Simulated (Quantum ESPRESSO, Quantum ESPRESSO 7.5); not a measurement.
# Work function and surface energy of Hf(0001) against thickness

Aim: how the work function and the surface energy of Hf(0001) settle with the number of layers.

Calculated with Quantum ESPRESSO 7.5; plane-wave DFT, PBE, GBRV ultrasoft pseudopotentials.

Experimental background.

For Hf (polycrystalline sample, no single face), “Anisotropic work function of elemental crystals” (2019, arxiv:1902.07811) quotes earlier work: work function, loosely compared (polycrystalline sample, no single face) 3.9 eV.

## (1) The starting structure

The cell holds 8 atoms: 8 Hf. Its edges and angles: a = 3.200 Å, b = 3.200 Å, c = 32.718 Å, α = 90.0°, β = 90.0°, γ = 60.0°. It derives from Hf. Vacuum lies along c.

Coordinates:

```
Hf
1.0
     3.20000    0.00000    0.00000
     1.60000    2.77128    0.00000
     0.00000    0.00000   32.71840
Hf
8
Cartesian
  3.2000 1.8475 7.5000
  0.0000 0.0000 10.0312
  3.2000 1.8475 12.5624
  0.0000 0.0000 15.0936
  3.2000 1.8475 17.6248
  0.0000 0.0000 20.1560
  3.2000 1.8475 22.6872
  0.0000 0.0000 25.2184
```

## (2) The script

ASE writes the inputs, starts pw.x and reads the results. Under ESM bc1 the zero of energy of a symmetric slab is the vacuum, so the work function is minus the Fermi level.

The input, run.py:

```python
import json
import numpy as np
from ase.build import hcp0001
from ase.calculators.espresso import Espresso, EspressoProfile

profile = EspressoProfile(command='mpirun -n 4 pw.x -nk 4', pseudo_dir='../pseudo')
pseudopotentials = {'Hf': 'hf_pbe_v1.uspp.F.UPF'}
system = {'ecutwfc': 40, 'ecutrho': 200, 'occupations': 'smearing', 'smearing': 'mv', 'degauss': 0.02}


def calculator(name, kpts, **extra):
    data = dict(control=dict(tprnfor=True, verbosity='high', disk_io='none'),
                system=system | extra,
                electrons=dict(conv_thr=1e-07, mixing_beta=0.4, mixing_mode='local-TF',
                               electron_maxstep=100))
    return Espresso(profile=profile, directory=name, pseudopotentials=pseudopotentials, kpts=kpts, input_data=data)


def centre(atoms):
    z = atoms.positions[:, 2]
    atoms.positions[:, 2] -= (z.max() + z.min()) / 2  # ESM wants the slab about z = 0
    return atoms


rows = []
for n in [2, 4, 6, 8]:
    slab = centre(hcp0001('Hf', size=(1, 1, n), a=3.2, c=5.0624, vacuum=7.5, periodic=True))
    slab.set_initial_magnetic_moments([0.0] * n)
    slab.calc = calculator(f'n{n}', (12, 12, 1), assume_isolated='esm', esm_bc='bc1')
    energy = slab.get_potential_energy()
    work = -slab.calc.get_fermi_level()
    force = slab.get_forces()[-1, 2]
    rows.append([n, energy, work, force])
    print(f'{n} layers: E = {energy:.5f} eV, work function {work:.3f} eV, force on the top atom {force:+.3f} eV/A')

n, energy = np.array(rows)[:, :2].T
slope, offset = np.polyfit(n[1:], energy[1:], 1)
area = np.linalg.norm(np.cross(*slab.cell[:2]))
gamma = offset / (2 * area) * 16.0218
print(f'bulk energy from the slope {slope:.5f} eV an atom; unrelaxed surface energy {gamma:.3f} J/m^2')
json.dump(dict(rows=rows, slope=slope, gamma=gamma), open('result.json', 'w'))
```

Run with:

```console
> OMP_NUM_THREADS=1 python run.py
```

What it wrote:

```text
2 layers: E = -4323.66055 eV, work function 4.489 eV, force on the top atom -1.207 eV/A
4 layers: E = -8649.25300 eV, work function 4.444 eV, force on the top atom -0.585 eV/A
6 layers: E = -12974.88493 eV, work function 4.445 eV, force on the top atom -0.542 eV/A
8 layers: E = -17300.51188 eV, work function 4.441 eV, force on the top atom -0.532 eV/A
bulk energy from the slope -2162.81472 eV an atom; unrelaxed surface energy 1.811 J/m^2
```

Run time: 20 min. Hardware: 4 MPI ranks of Arm Neoverse N1, shared host; peak memory 1.3 GiB; 80 min of CPU time.

The input that ASE wrote for the first run, and its log:

```
&CONTROL
   verbosity        = 'high'
   tprnfor          = .true.
   disk_io          = 'none'
   pseudo_dir       = '../pseudo'
/
&SYSTEM
   ecutwfc          = 40
   ecutrho          = 200
   occupations      = 'smearing'
   degauss          = 0.02
   smearing         = 'mv'
   assume_isolated  = 'esm'
   esm_bc           = 'bc1'
   ntyp             = 1
   nat              = 2
   ibrav            = 0
/
&ELECTRONS
   electron_maxstep = 100
   conv_thr         = 1e-07
   mixing_mode      = 'local-TF'
   mixing_beta      = 0.4
/
&IONS
/
&CELL
/
&FCP
/
&RISM
/
ATOMIC_SPECIES
Hf 178.49 hf_pbe_v1.uspp.F.UPF

K_POINTS automatic
12 12 1  0 0 0

CELL_PARAMETERS angstrom
3.20000000000000 0.00000000000000 0.00000000000000
1.60000000000000 2.77128129211020 0.00000000000000
0.00000000000000 0.00000000000000 17.53120000000000

ATOMIC_POSITIONS angstrom
Hf 0.0000000000 1.8475208614 -1.2656000000  
Hf 0.0000000000 0.0000000000 1.2656000000
```

```text
Program PWSCF v.7.5 starts
[citation notice left out]

     Parallel version (MPI & OpenMP), running on       4 processor cores
     Number of MPI processes:                 4
     Threads/MPI process:                     1

     MPI processes distributed on     1 nodes
[... 1 line left out ...]

Warning: card &CELL ignored
Warning: card &FCP ignored
Warning: card &RISM ignored

     Current dimensions of program PWSCF are:
     Max number of different atomic species (ntypx) = 10
     Max number of k-points (npk) =  40000
     Max angular momentum in pseudopotentials (lmaxx) =  4
     Message from routine setup:
     using ibrav=0 with symmetry is DISCOURAGED, use correct ibrav instead

     K-points division:     npool     =       4
     Subspace diagonalization in iterative solution of the eigenvalue problem:
     a serial algorithm will be used

     G-vector sticks info
     --------------------
     sticks:   dense  smooth     PW     G-vecs:    dense   smooth      PW
     Sum         499     409    121                50003    35725    6303

     Using Slab Decomposition

     bravais-lattice index     =            0
     lattice parameter (alat)  =       6.0471  a.u.
     unit-cell volume          =    1049.1530 (a.u.)^3
     number of atoms/cell      =            2
     number of atomic types    =            1
     number of electrons       =        24.00
     number of Kohn-Sham states=           16
     kinetic-energy cutoff     =      40.0000  Ry
     charge density cutoff     =     200.0000  Ry
     scf convergence threshold =      1.0E-07
     mixing beta               =       0.4000
     number of iterations used =            8  local-TF  mixing
     Exchange-correlation= SLA  PW   PBE  PBE
                           (   1   4   3   4   0   0   0)

     Effective Screening Medium Method
     =================================
     Boundary Conditions: Vacuum-Slab-Vacuum
     total charge in unit cell        =   0.0000
     grid points for fit at edges     =        4

[... 10 lines left out ...]
     PseudoPot. # 1 for Hf read from file:
     ../pseudo/hf_pbe_v1.uspp.F.UPF
     Pseudo is Ultrasoft + core correction, Zval = 12.0
     Generated by new atomic code, or converted to UPF format
     Using radial grid of  921 points,  8 beta functions with:
                l(1) =   0
                l(2) =   0
                l(3) =   0
                l(4) =   1
                l(5) =   1
                l(6) =   2
                l(7) =   2
                l(8) =   3
     Q(r) pseudized with  6 coefficients,  rinner =    1.200   1.200   1.200
                                                       1.200   1.200   1.200
                                                       1.200

     atomic species   valence    mass     pseudopotential
     Hf               12.00   178.49000     Hf( 1.00)

     12 Sym. Ops., with inversion, found ( 6 have fractional translation)

[... 477 lines left out ...]

     total energy              =    -317.78321862 Ry
     estimated scf accuracy    <       0.00000021 Ry

     iteration # 19     ecut=    40.00 Ry     beta= 0.40
[... 1 line left out ...]

---- Real-time Memory Report at c_bands before calling an iterative solver
           160 MiB given to the printing process from OS
            63 MiB allocation reported by mallinfo(arena+hblkhd)
[... 1 line left out ...]
------------------
[... 1 line left out ...]

     negative rho (up, down):  2.181E-01 0.000E+00

[... 1 line left out ...]

     End of self-consistent calculation

          k = 0.0000 0.0000 0.0000 (  4399 PWs)   bands (ev):

   -66.7106 -66.6768 -35.6066 -35.1918 -35.0486 -35.0486 -34.9875 -34.9875
   -10.7462  -8.8206  -4.6673  -4.2017  -3.7629  -3.2691  -3.2690  -3.0020

     occupation numbers
     1.0000   1.0000   1.0000   1.0000   1.0000   1.0000   1.0000   1.0000
     1.0000   1.0000   0.8684   0.0241   0.0000   0.0000   0.0000   0.0000

[... 108 lines left out ...]

     the Fermi energy is    -4.4891 ev

!    total energy              =    -317.78321709 Ry
     estimated scf accuracy    <          8.5E-09 Ry
     smearing contrib. (-TS)   =      -0.00106105 Ry
     internal energy E=F+TS    =    -317.78215604 Ry

     The total energy is F=E-TS. E is the sum of the following terms:
     one-electron contribution =     632.92214385 Ry
     hartree contribution      =    -325.08886762 Ry
     xc contribution           =    -151.17581715 Ry
     ewald contribution        =    -474.43961513 Ry

     convergence has been achieved in  19 iterations

     negative rho (up, down):  2.181E-01 0.000E+00

     Forces acting on atoms (cartesian axes, Ry/au):

     atom    1 type  1   force =     0.00000000    0.00000000    0.04694189
     atom    2 type  1   force =     0.00000000   -0.00000000   -0.04694189
     The non-local contrib.  to forces
     atom    1 type  1   force =     0.00000000    0.00000000   -0.19402436
     atom    2 type  1   force =     0.00000000    0.00000000    0.19402436
     The ionic contribution  to forces
     atom    1 type  1   force =    -0.00000000    0.00000000  -56.60346781
     atom    2 type  1   force =     0.00000000   -0.00000000   56.60346781
     The local contribution  to forces
     atom    1 type  1   force =    -0.00000000    0.00000000   56.86374544
     atom    2 type  1   force =     0.00000000   -0.00000000  -56.86375043
     The core correction contribution to forces
     atom    1 type  1   force =     0.00000000   -0.00000000   -0.01929162
     atom    2 type  1   force =     0.00000000    0.00000000    0.01929162
     The Hubbard contrib.    to forces
     atom    1 type  1   force =     0.00000000    0.00000000    0.00000000
     atom    2 type  1   force =     0.00000000    0.00000000    0.00000000
     The SCF correction term to forces
     atom    1 type  1   force =    -0.00000000    0.00000000   -0.00002220
     atom    2 type  1   force =    -0.00000000   -0.00000000    0.00002232

     Total force =     0.066386     Total SCF correction =     0.000031
     Message from routine punch:
     Nothing written, as per user request (disk_io='none')

[... 1 line left out ...]

[... 1 line left out ...]

[... 1 line left out ...]

[... 3 lines left out ...]

[... 1 line left out ...]

[... 2 lines left out ...]

[... 1 line left out ...]

[... 1 line left out ...]

=------------------------------------------------------------------------------=
   JOB DONE.
=------------------------------------------------------------------------------=
```

Read from the output:

```
surface energy                     : 1.811 J/m²
work function of the thickest slab : 4.441 eV
```

The work function by layers:

```
layers  work function (eV)
  2.00                4.49
  4.00                4.44
  6.00                4.44
  8.00                4.44
```

Force on the top atom along the normal against layers:

```
layers  force on the top atom along the normal (eV/Å)
  2.00                                          -1.21
  4.00                                         -0.585
  6.00                                         -0.542
  8.00                                         -0.532
```

The energy less the bulk line's slope by layers:

```
layers  energy less the bulk line's slope (meV)
  2.00                                     1969
  4.00                                     2006
  6.00                                     2003
  8.00                                     2006
```

## (3) The script: PBE, SG15 norm-conserving

Level of this step: plane-wave DFT, PBE, SG15 norm-conserving pseudopotentials (Quantum ESPRESSO 7.5).

run.py is the input of step 2 with these lines changed:

```diff
@@ -6,4 +6,4 @@
 profile = EspressoProfile(command='mpirun -n 4 pw.x -nk 4', pseudo_dir='../pseudo')
-pseudopotentials = {'Hf': 'hf_pbe_v1.uspp.F.UPF'}
-system = {'ecutwfc': 40, 'ecutrho': 200, 'occupations': 'smearing', 'smearing': 'mv', 'degauss': 0.02}
+pseudopotentials = {'Hf': 'Hf_ONCV_PBE-1.2.upf'}
+system = {'ecutwfc': 60, 'ecutrho': 240, 'occupations': 'smearing', 'smearing': 'mv', 'degauss': 0.02}
```

Run with:

```console
> OMP_NUM_THREADS=1 python run.py
```

What it wrote:

```text
2 layers: E = -12173.44326 eV, work function 4.426 eV, force on the top atom -1.173 eV/A
4 layers: E = -24348.85091 eV, work function 4.367 eV, force on the top atom -0.556 eV/A
6 layers: E = -36524.30259 eV, work function 4.358 eV, force on the top atom -0.548 eV/A
8 layers: E = -48699.75135 eV, work function 4.359 eV, force on the top atom -0.556 eV/A
bulk energy from the slope -6087.72511 eV an atom; unrelaxed surface energy 1.851 J/m^2
```

Elapsed: 68 min, on 4 MPI ranks; peak memory 2.1 GiB; 4.5 h of CPU time.

Numbers from this step:

```
surface energy                     : 1.851 J/m²
work function of the thickest slab : 4.359 eV
```

Work function against layers:

```
layers  work function (eV)
  2.00                4.43
  4.00                4.37
  6.00                4.36
  8.00                4.36
```

Table of force on the top atom along the normal by layers:

```
layers  force on the top atom along the normal (eV/Å)
  2.00                                          -1.17
  4.00                                         -0.556
  6.00                                         -0.548
  8.00                                         -0.556
```

The energy less the bulk line's slope by layers:

```
layers  energy less the bulk line's slope (meV)
  2.00                                     2007
  4.00                                     2050
  6.00                                     2048
  8.00                                     2050
```

## (4) The arithmetic

γ = (E_N − N e_bulk)/(2A). The excess of the thickest slab is 2.006 eV and A = 8.868 Å²: 2.006/(2 × 8.868) × 16.02 = 1.81 J/m² (1 eV/Å² = 16.02 J/m²); the fit's intercept gives 1.81.

## (5) Results

* work function of the thickest slab, PBE, GBRV ultrasoft: 4.44 eV
* unrelaxed surface energy, PBE, GBRV ultrasoft: 1.81 J/m²
* work function of the thickest slab, PBE, SG15 norm-conserving: 4.36 eV
* unrelaxed surface energy, PBE, SG15 norm-conserving: 1.85 J/m²

**Reading.** The thickest slab gives a work function of 4.44 eV and the series an unrelaxed surface energy of 1.81 J/m² (PBE, GBRV ultrasoft). The work function swings by 0.05 eV over 2 to 8 layers and by 0.00 eV over the last step; confined states crossing the Fermi level and the finite mesh both contribute. From 2 layers on it stays within 0.1 eV. The force on the top atom of the thickest slab points inwards (0.53 eV/Å). The slabs are cut from the bulk at the tabulated lattice constant and not relaxed; the surface energy comes from a straight line through the energies of all but the thinnest slab.

Comparison with the measured values:

| quantity | measured | PBE, GBRV | PBE, SG15 |
| --- | --- | --- | --- |
| work function, loosely compared (polycrystalline sample, no single face) (eV) | 3.9 | 4.44 (+0.54 eV) | 4.36 (+0.46 eV) |

Measured values from arxiv:1902.07811 (2019).

How well it matches: A polycrystal averages over faces, so this is a loose comparison.

[Logs are printed without paths, hosts, clocks, repeated set-up lines and the standing remarks that a program may print on its own settings, such as how far it seeks lower states.]

[Hosts, paths, dates, database ids (printed as entryN), source tags and the programs' standing remarks are cut or masked in the printed files.]

[Maps of the electrostatic potential energy from Ansatz leave out the sawtooth potential of an applied field or a dipole correction, so their vacuum need not be flat; planar profiles and work functions include it.]
